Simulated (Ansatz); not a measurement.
## CsKNaCl3: complex band structure

Aim: relax a made-up compound, CsKNaCl3, and see how good a tunnel barrier it would be. It is built by putting Cs for part of the K in the K2NaCl3 structure of space group P-3m1, with the volume rescaled by atomic radii. The parent structure comes from the Materials Project.

Main program and level: Ansatz 0.2.0; PBE DFT, plane waves, PAW files, in the first sound run; inputs show where later runs differ.

The structure was built from a prototype and need not be the compound's stable phase.

## Step 1: Starting point

The structure is trigonal, space group P3m1 (No. 156). Conventional cell: a = 4.413 Å, b = 4.413 Å, c = 10.915 Å, α = 90.00°, β = 90.00°, γ = 120.00°. Cs has 6 Cl at 3.20 to 3.21 Å nearest. Nearest to K lie 6 Cl at 3.20 to 3.21 Å. Nearest to Na lie 6 Cl at 2.99 Å. Nearest to Cl lie 3 Na at 2.99 Å and 3 K at 3.20 Å. Nearest to Cl lie 3 Na at 2.99 Å and 3 Cs at 3.20 Å. Nearest to Cl lie 3 Cs at 3.21 Å and 3 K at 3.21 Å. It derives from K2NaCl3. Cs for part of the K in the K2NaCl3 structure of space group P-3m1. Farther neighbours and most contacts between anions are not listed.

Coordinates:

```cif
data_structure
_symmetry_space_group_name_H-M 'P3m1'
_symmetry_Int_Tables_number 156
_cell_length_a 4.4132
_cell_length_b 4.4132
_cell_length_c 10.9151
_cell_angle_alpha 90.000
_cell_angle_beta 90.000
_cell_angle_gamma 120.000
_cell_volume 184.11
loop_
_atom_site_label
_atom_site_type_symbol
_atom_site_symmetry_multiplicity
_atom_site_Wyckoff_symbol
_atom_site_fract_x
_atom_site_fract_y
_atom_site_fract_z
_atom_site_occupancy
Cs1 Cs 1 b 0.33333 0.66667 0.67902 1
K1 K 1 c 0.66667 0.33333 0.32098 1
Na1 Na 1 a 0.00000 0.00000 0.00000 1
Cl1 Cl 1 b 0.33333 0.66667 0.14299 1
Cl2 Cl 1 c 0.66667 0.33333 0.85701 1
Cl3 Cl 1 a 0.00000 0.00000 0.50000 1
```

## Step 2: Cell and atoms at rest

The substituted atoms don't fit the parent's cell, so cell and atoms relax together. A small smearing keeps the run stable in case the gap closes on the way.

File input.yaml:

```yaml
crystal:
  lattice:
    - [4.4132161423, 0.0, 0.0]
    - [-2.2066080711, 3.8219572916, 0.0]
    - [0.0, 0.0, 10.9150604137]
  atoms:
    - { symbol: Cs, position: [0.3333333333, 0.6666666667, 0.67902339] }
    - { symbol: K, position: [0.6666666667, 0.3333333333, 0.32097661] }
    - { symbol: Na, position: [0.0, 0.0, 0.0] }
    - { symbol: Cl, position: [0.3333333333, 0.6666666667, 0.1429916] }
    - { symbol: Cl, position: [0.6666666667, 0.3333333333, 0.8570084] }
    - { symbol: Cl, position: [0.0, 0.0, 0.5] }
kpoints:
  mp_grid: { grid: [6, 6, 2] }
scf:
  occupations: { method: gaussian, width: 0.03 }
hamiltonian:
  xc: pbe
output:
  forces: true
  stress: true
relax:
  f_tol: 0.02
  max_steps: 60
  cell: {}
```

Run with:

```bash
> ansatz run input.yaml --threads 2 --pin off --max-ram 4096MiB --backend cpu --events-out ev --progress --plain --runs-dir out
```

Numbers of over 12 decimals in the logs are rounded to 6 here.

Log:

```text
Engine: ansatz 0.2.0, aarch64-unknown-linux-gnu
Pseudopotentials: kind: paw
Pseudopotential: Cs, paw, valence charge 9, recommended cutoff 420 eV (normal), Cs.paw.azcp
Pseudopotential: K, paw, valence charge 9, recommended cutoff 420 eV (normal), K.paw.azcp
Pseudopotential: Na, paw, valence charge 9, recommended cutoff 420 eV (normal), Na.paw.azcp
Pseudopotential: Cl, paw, valence charge 7, recommended cutoff 420 eV (normal), Cl.paw.azcp
Functional definition: PBE
  parameter kappa = 0.804
  parameter beta = 0.066725
  exchange = pbe_x(kappa = kappa, mu = beta*pi^2/3)
  correlation = pbe_c(beta = beta)
Crystal: 6 atoms, lattice volume = 184.106 Å³
Basis set: ecut = 420 eV, 3643 PW (Γ), exchange–correlation on 60×60×150 points (8 copies of the dense FFT grid, shifted against one another)
Bands: 30, of which v1, the nominal top of the filled ones, is band 24 counted from 1 (23 counted from 0)
Symmetry: 6 space group operations
Space group: P3m1 (ITA 156), of the structure as read, at distance tolerance 5.7e-5 Å
k-points: 14 of 72 (time reversal used)
Non-local potential: Cs, projectors of the file, l = 0: 3, l = 1: 2, l = 2: 2, l = 3: 2
Non-local potential: K, projectors of the file, l = 0: 3, l = 1: 2, l = 2: 2
Non-local potential: Na, projectors of the file, l = 0: 3, l = 1: 2, l = 2: 1
Non-local potential: Cl, projectors of the file, l = 0: 2, l = 1: 2, l = 2: 2
PAW form: soft (Blöchl's): semilocal exchange-correlation on the pseudo side does not see the compensation charge
PAW one-centre angular grid: Cs, 194 points (default); XC on 64 Gauss nodes
PAW one-centre angular grid: K, 110 points (default); XC on 64 Gauss nodes
PAW one-centre angular grid: Na, 110 points (default); XC on 64 Gauss nodes
PAW one-centre angular grid: Cl, 110 points (default); XC on 64 Gauss nodes
Initial density: superposition of atomic densities (neutral atoms: chi_scale 0, normalization atom), corrected by the library's trained network
Initial wavefunctions: pseudopotential atomic-orbital guess
Functional: x = pbe(κ = 0.804, μ = 0.219515), c = pbe(β = 0.066725)
SCF iter   1: F=—  HF=-11944.506780 eV  |F-HF|=—  |Δ(HF+E_count)|=         —  Δρ=4.73e-4  dr2=3.61e-3  ethr=1.77e-3  ⟨swp⟩=11.2  Hψ=2302  notcnv=0  defer=3
preconditioner: auto → Resta (q_TF=auto, 2.181 Å⁻¹)  ε∞=2.7  [insulator: Δε(μ)=4.970 eV  Ē_g=12.458 eV  σ=0.030 eV  W_gap=1.00  n_scr=36 (ndim 8)  ℏωp=16.4 eV  f_vac=0.072  D(μ)=0.00/eV (n_scr^D=0)  ε∞_Penn≈2.7]
SCF iter   2: F=—  HF=-11944.504923 eV  |F-HF|=—  |Δ(HF+E_count)|=   1.86e-3  Δρ=2.64e-4  dr2=7.59e-4  ethr=7.52e-6  ⟨swp⟩=2.3  Hψ=862  notcnv=0  defer=13
SCF iter   3: F=—  HF=-11944.504733 eV  |F-HF|=—  |Δ(HF+E_count)|=   1.90e-4  Δρ=1.42e-4  dr2=9.42e-5  ethr=1.58e-6  ⟨swp⟩=2.1  Hψ=583  notcnv=0  defer=13
SCF iter   4: F=—  HF=-11944.504780 eV  |F-HF|=—  |Δ(HF+E_count)|=   4.69e-5  Δρ=4.70e-5  dr2=5.86e-6  ethr=1.96e-7  ⟨swp⟩=2.1  Hψ=686  notcnv=0  defer=13
SCF iter   5: F=—  HF=-11944.504782 eV  |F-HF|=—  |Δ(HF+E_count)|=   2.27e-6  Δρ=1.43e-5  dr2=5.16e-7  ethr=1.22e-8  ⟨swp⟩=2.0  Hψ=734  notcnv=0  defer=13
SCF iter   6: F=-11944.504783 eV  HF=-11944.504783 eV  |F-HF|=2.81e-8  |Δ(HF+E_count)|=   4.50e-7  Δρ=4.37e-6  dr2=3.59e-8  ethr=2.08e-10  ⟨swp⟩=4.1  Hψ=1416  notcnv=0
SCF 1 converged in 6 iterations: F = -11944.504783 eV  dr2 = 3.59e-8
  greatest PAW one-centre occupation: 0.999 electrons in one spin orbital (limit 2), on the Na atom at site 2 (counted from 0), in its partial waves of l = 0
relax step   1: F+E_penalty+E_count = -11944.50478272 eV  Δ(F+E_penalty+E_count) = +0.000e0 eV  max|allowed force component| = 8.248e-1 eV/Å  Δτ_max = 0.0000 Å  P = +1.912 GPa  Ω = 184.106 Å³  (6 SCF iters, dr2 threshold 1.00e-7 eV, accepted)
Crystal: 6 atoms, lattice volume = 191.853 Å³
Basis set: ecut = 420 eV, 3751 PW (Γ), exchange–correlation on 60×60×150 points (8 copies of the dense FFT grid, shifted against one another)
Initial density: handed on by an earlier stage of this run
Initial wavefunctions: those handed on with the density
iter 1 solved again at ethr=1.48e-4 eV; its pass at ethr=3.10e-3 eV (dr2=7.11e-2 eV) is discarded
SCF iter   1: F=—  HF=-11944.766717 eV  |F-HF|=—  |Δ(HF+E_count)|=         —  Δρ=6.30e-3  dr2=7.19e-2  ethr=1.48e-4  ⟨swp⟩=2.1  Hψ=2526  notcnv=0
preconditioner: auto → Resta (q_TF=auto, 2.166 Å⁻¹)  ε∞=2.7  [insulator: Δε(μ)=4.853 eV  Ē_g=12.374 eV  σ=0.030 eV  W_gap=1.00  n_scr=36 (ndim 8)  ℏωp=16.1 eV  f_vac=0.080  D(μ)=0.00/eV (n_scr^D=0)  ε∞_Penn≈2.7]
SCF iter   2: F=—  HF=-11944.746852 eV  |F-HF|=—  |Δ(HF+E_count)|=   1.99e-2  Δρ=2.75e-3  dr2=1.10e-2  ethr=1.48e-4  ⟨swp⟩=2.1  Hψ=698  notcnv=0
SCF iter   3: F=—  HF=-11944.744464 eV  |F-HF|=—  |Δ(HF+E_count)|=   2.39e-3  Δρ=6.71e-4  dr2=8.67e-4  ethr=2.28e-5  ⟨swp⟩=2.1  Hψ=814  notcnv=0
SCF iter   4: F=—  HF=-11944.744392 eV  |F-HF|=—  |Δ(HF+E_count)|=   7.19e-5  Δρ=9.02e-5  dr2=2.05e-5  ethr=1.81e-6  ⟨swp⟩=2.0  Hψ=731  notcnv=0
SCF iter   5: F=—  HF=-11944.744461 eV  |F-HF|=—  |Δ(HF+E_count)|=   6.92e-5  Δρ=4.01e-5  dr2=2.33e-6  ethr=4.28e-8  ⟨swp⟩=2.0  Hψ=756  notcnv=0
SCF iter   6: F=-11944.744461 eV  HF=-11944.744461 eV  |F-HF|=2.20e-7  |Δ(HF+E_count)|=   3.62e-7  Δρ=7.52e-6  dr2=1.24e-7  ethr=1.25e-9  ⟨swp⟩=4.1  Hψ=1486  notcnv=0
SCF 2 converged in 6 iterations: F = -11944.744461 eV  dr2 = 1.24e-7
relax step   2: F+E_penalty+E_count = -11944.74446148 eV  Δ(F+E_penalty+E_count) = -2.397e-1 eV  max|allowed force component| = 1.569e-1 eV/Å  Δτ_max = 0.1978 Å  P = +0.411 GPa  Ω = 191.853 Å³  energy of the carried Pulay correction = -7.632e-5 eV  (6 SCF iters, dr2 threshold 6.00e-7 eV, accepted)
Crystal: 6 atoms, lattice volume = 194.054 Å³
Basis set: ecut = 420 eV, 3799 PW (Γ), exchange–correlation on 60×60×150 points (8 copies of the dense FFT grid, shifted against one another)
iter 1 solved again at ethr=2.85e-5 eV; its pass at ethr=3.10e-3 eV (dr2=1.37e-2 eV) is discarded
SCF iter   1: F=—  HF=-11944.766364 eV  |F-HF|=—  |Δ(HF+E_count)|=         —  Δρ=2.91e-3  dr2=1.35e-2  ethr=2.85e-5  ⟨swp⟩=2.1  Hψ=2640  notcnv=0
preconditioner: auto → Resta (q_TF=auto, 2.162 Å⁻¹)  ε∞=2.7  [insulator: Δε(μ)=4.750 eV  Ē_g=12.317 eV  σ=0.030 eV  W_gap=1.00  n_scr=36 (ndim 8)  ℏωp=16.0 eV  f_vac=0.076  D(μ)=0.00/eV (n_scr^D=0)  ε∞_Penn≈2.7]
SCF iter   2: F=—  HF=-11944.762418 eV  |F-HF|=—  |Δ(HF+E_count)|=   3.95e-3  Δρ=1.35e-3  dr2=2.48e-3  ethr=2.81e-5  ⟨swp⟩=2.1  Hψ=678  notcnv=0
SCF iter   3: F=—  HF=-11944.761728 eV  |F-HF|=—  |Δ(HF+E_count)|=   6.90e-4  Δρ=2.36e-4  dr2=1.05e-4  ethr=5.16e-6  ⟨swp⟩=2.0  Hψ=669  notcnv=0
SCF iter   4: F=—  HF=-11944.761807 eV  |F-HF|=—  |Δ(HF+E_count)|=   7.97e-5  Δρ=3.65e-5  dr2=3.61e-6  ethr=2.20e-7  ⟨swp⟩=2.3  Hψ=661  notcnv=0
SCF iter   5: F=-11944.761810 eV  HF=-11944.761810 eV  |F-HF|=2.94e-8  |Δ(HF+E_count)|=   2.54e-6  Δρ=1.07e-5  dr2=2.37e-7  ethr=1.25e-9  ⟨swp⟩=5.0  Hψ=1549  notcnv=0
SCF 3 converged in 5 iterations: F = -11944.761810 eV  dr2 = 2.37e-7
relax step   3: F+E_penalty+E_count = -11944.76180993 eV  Δ(F+E_penalty+E_count) = -1.735e-2 eV  max|allowed force component| = 1.802e-2 eV/Å  Δτ_max = 0.0614 Å  P = +0.109 GPa  Ω = 194.054 Å³  energy of the carried Pulay correction = -9.743e-5 eV  (5 SCF iters, dr2 threshold 6.00e-7 eV, accepted)
[...]
relax step   4: F+E_penalty+E_count = -11944.76248219 eV  Δ(F+E_penalty+E_count) = -6.723e-4 eV  max|allowed force component| = 4.367e-3 eV/Å  Δτ_max = 0.0098 Å  P = +0.027 GPa  Ω = 194.825 Å³  energy of the carried Pulay correction = -1.048e-4 eV  (5 SCF iters, dr2 threshold 6.98e-8 eV, accepted)
[...]
relax step   5: F+E_penalty+E_count = -11944.76252265 eV  Δ(F+E_penalty+E_count) = -4.046e-5 eV  max|allowed force component| = 2.394e-3 eV/Å  Δτ_max = 0.0014 Å  P = +0.005 GPa  Ω = 195.081 Å³  energy of the carried Pulay correction = -1.072e-4 eV  (6 SCF iters, accepted)
Basis set: ecut = 420 eV, 3799 PW (Γ), exchange–correlation on 60×60×160 points (8 copies of the dense FFT grid, shifted against one another)
Initial wavefunctions: pseudopotential atomic-orbital guess (no wavefunctions were taken with the density)
iter 1 solved again at ethr=4.72e-7 eV; its pass at ethr=3.10e-3 eV (dr2=2.27e-4 eV) is discarded
SCF iter   1: F=—  HF=-11944.758499 eV  |F-HF|=—  |Δ(HF+E_count)|=         —  Δρ=1.96e-4  dr2=2.08e-6  ethr=4.72e-7  ⟨swp⟩=3.1  Hψ=3441  notcnv=0
preconditioner: auto → Resta (q_TF=auto, 2.160 Å⁻¹)  ε∞=2.7  [insulator: Δε(μ)=4.710 eV  Ē_g=12.293 eV  σ=0.030 eV  W_gap=1.00  n_scr=36 (ndim 8)  ℏωp=16.0 eV  f_vac=0.076  D(μ)=0.00/eV (n_scr^D=0)  ε∞_Penn≈2.7]
SCF iter   2: F=—  HF=-11944.761613 eV  |F-HF|=—  |Δ(HF+E_count)|=   3.11e-3  Δρ=9.86e-5  dr2=4.91e-7  ethr=4.34e-9  ⟨swp⟩=2.1  Hψ=757  notcnv=0
SCF iter   3: F=—  HF=-11944.762556 eV  |F-HF|=—  |Δ(HF+E_count)|=   9.43e-4  Δρ=2.77e-5  dr2=4.40e-8  ethr=1.02e-9  ⟨swp⟩=2.0  Hψ=756  notcnv=0
SCF iter   4: F=—  HF=-11944.762637 eV  |F-HF|=—  |Δ(HF+E_count)|=   8.07e-5  Δρ=1.23e-6  dr2=1.84e-9  ethr=9.17e-11  ⟨swp⟩=2.0  Hψ=756  notcnv=0
SCF iter   5: F=—  HF=-11944.762637 eV  |F-HF|=—  |Δ(HF+E_count)|=   7.28e-8  Δρ=3.28e-7  dr2=3.41e-10  ethr=3.84e-12  ⟨swp⟩=2.0  Hψ=728  notcnv=0
SCF iter   6: F=—  HF=-11944.762637 eV  |F-HF|=—  |Δ(HF+E_count)|=  5.60e-10  Δρ=1.50e-7  dr2=8.31e-11  ethr=1.00e-12  ⟨swp⟩=2.0  Hψ=752  notcnv=0
SCF iter   7: F=-11944.762637 eV  HF=-11944.762637 eV  |F-HF|=7.28e-12  |Δ(HF+E_count)|=  8.37e-11  Δρ=3.34e-8  dr2=4.06e-12  ethr=1.00e-12  ⟨swp⟩=4.1  Hψ=1400  notcnv=0
SCF 6 converged in 7 iterations: F = -11944.762637 eV  dr2 = 4.06e-12
relax step   6: F+E_penalty+E_count = -11944.76263716 eV  Δ(F+E_penalty+E_count) = -1.145e-4 eV  max|allowed force component| = 2.393e-3 eV/Å  Δτ_max = 0.0000 Å  P = +0.006 GPa  Ω = 195.081 Å³  stress off target by 1.05e-2 GPa  SCF on the basis re-selected at this cell (its energy is not comparable with the rows above)  (7 SCF iters)
basis re-selected at this cell: Δ(F+E_penalty+E_count) = -1.145e-4 eV, ΔP = +0.001 GPa vs the last step (what re-selecting the basis moved, of the pressure what is left beyond the Pulay correction that the steps carried, after the strain that the cell walked since its last selection, with what the two solves' SCF thresholds leave and, on support functions, any second-order correction that the steps lacked; it is no measure of the basis error at this ecutwfc). The dense FFT grid was sized anew with the basis: this SCF ran on 30×30×80 points, the steps before it on 30×30×75, so part of this shift can come from that change (see relax.cell in the input reference). [rest of the remark cut]
SCF converged after 7 iterations
Free energy (F): -11944.762637 eV
Harris-Foulkes:  -11944.762637 eV  (|F-HF|=7.28e-12)
Internal energy: -11944.762637 eV  (E = F + TS)
E sigma→0 (E₀):  -11944.762637 eV
Fermi energy:    3.465514 eV
--- Per-component energies (eV) ---
  E_band       = -449.585163
  E_kinetic    = 1002.591352
  E_local      = -3110.117812  (includes V_loc(G=0)·N_el)
  E_nonlocal   = 242.940503
  E_hartree    = 1102.960205
  E_xc         = -672.396907
  E_vxc        = -710.722785  (∫ρ·V_xc dr)
  E_paw        = -8089.696240  (= ΣΔE_a)
  E_vpaw       = -80.197116  (= ΣTr[D̂ρ^β])
  E_aug_tail   = 0.000233  (compensation charges beyond the density's cutoff)
  E_ewald      = -2421.043971
  E_smearing   = -0.000000  (= −TS)
  E_closure    = -0.000000  (closes the sum)
  Σ components = -11944.762637   (vs F -11944.762637, Δ=0.00e0)
--- Forces (eV/Å), atoms counted from 1 ---
  atom   1  Cs     0.00000000    -0.00000000     0.00094988
  atom   2  K     -0.00000000     0.00000000     0.00057938
  atom   3  Na     0.00000000    -0.00000000     0.00056362
  atom   4  Cl     0.00000000    -0.00000000    -0.00163688
  atom   5  Cl    -0.00000000     0.00000000    -0.00239276
  atom   6  Cl     0.00000000    -0.00000000     0.00193687
  max |Σ_I F_I| component: 1.07e-7 eV/Å
--- Stress (GPa, compression-positive) ---
        0.003673       0.000000       0.000000
        0.000000       0.003673      -0.000000
        0.000000      -0.000000       0.010500
  P = ⅓ Tr σ = 0.0059 GPa (0.059 kbar)
--- Relaxed structure (5 steps of the walk, 5 accepted, 1 SCFs on fresh bases) ---
  F+E_penalty+E_count = -11944.76263716 eV   max|allowed force component| = 2.393e-3 eV/Å   (the final SCF, on the basis selected at the relaxed cell)
  cell:  # Å, volume = 195.0815 Å³
    - [4.474671, -2.9269503932343525e-11, 1.2626860904809765e-17]
    - [-2.237335, 3.875178, 6.3134304523333406e-18]
    - [3.1229594284276173e-17, 3.606082933273834e-17, 11.250278]
  atoms:
    - { symbol: Cs, position: [0.333333, 0.666667, 0.676767] }
    - { symbol: K, position: [0.666667, 0.333333, 0.311022] }
    - { symbol: Na, position: [3.1674348337637968e-18, 2.5339478670024257e-18, 0.011988] }
    - { symbol: Cl, position: [0.333333, 0.666667, 0.146258] }
    - { symbol: Cl, position: [0.666667, 0.333333, 0.878432] }
    - { symbol: Cl, position: [-6.464837346836296e-18, -5.171869877451457e-18, 0.475533] }
```

Run time: 15 s. Hardware: 2 threads of Arm Neoverse V2, shared host; peak memory 0.43 GiB.

Relaxation path:

```
step  energy less that of the first step (eV)  largest force component (eV/Å)  pressure (GPa)  volume (Å³)
   1                                   0.0000                          0.8248            1.91       184.11
   2                                  -0.2397                          0.1569            0.41       191.85
   3                                  -0.2570                          0.0180            0.11       194.05
   4                                  -0.2577                          0.0044            0.03       194.82
   5                                  -0.2577                          0.0024            0.01       195.08
  6*                                  -0.2579                          0.0024            0.01       195.08
```

Relaxation steps marked * repeat the geometry before them on a plane-wave basis chosen anew for their cell, so energy and pressure can jump there.

The run keeps the 6 symmetry operations that it works with, so distortions that break them were not tested.

```
conventional cell, symmetrised  before   after  change
                         a (Å)   4.413   4.475  +1.4 %
                         b (Å)   4.413   4.475  +1.4 %
                         c (Å)  10.915  11.250  +3.1 %
              volume (Å³/atom)   30.68   32.51  +6.0 %
```

The atoms that moved most (Å, as changes of fractional coordinates times the final cell):

```
atom     dx     dy      dz  length
 Cl6  0.000  0.000  -0.275   0.275
 Cl5  0.000  0.000   0.241   0.241
 Na3  0.000  0.000   0.135   0.135
  K2  0.000  0.000  -0.112   0.112
 Cl4  0.000  0.000   0.037   0.037
 Cs1  0.000  0.000  -0.025   0.025
```

The relaxed structure:

```cif
data_structure
_symmetry_space_group_name_H-M 'P 1'
_symmetry_Int_Tables_number 1
_cell_length_a 4.4747
_cell_length_b 4.4747
_cell_length_c 11.2503
_cell_angle_alpha 90.000
_cell_angle_beta 90.000
_cell_angle_gamma 120.000
_cell_volume 195.08
loop_
_atom_site_label
_atom_site_type_symbol
_atom_site_fract_x
_atom_site_fract_y
_atom_site_fract_z
_atom_site_occupancy
Cs1 Cs 0.33333 0.66667 0.67677 1
K2 K 0.66667 0.33333 0.31102 1
Na3 Na 0.00000 0.00000 0.01199 1
Cl4 Cl 0.33333 0.66667 0.14626 1
Cl5 Cl 0.66667 0.33333 0.87843 1
Cl6 Cl 0.00000 0.00000 0.47553 1
```

Numbers from this step:

```yaml
free_energy: -11944.7626 eV
fermi_energy: 3.466 eV
pressure: 0.005949 GPa
```

The largest force component on a free atom ends at 0.0024 eV/Å.

[end of part 1 of 4]

[Logs are printed without paths, hosts, clocks, repeated set-up lines and the standing remarks that a program may print on its own settings, such as how far it seeks lower states.]

[Hosts, paths, dates, database ids (printed as entryN), source tags and the programs' standing remarks are cut or masked in the printed files.]
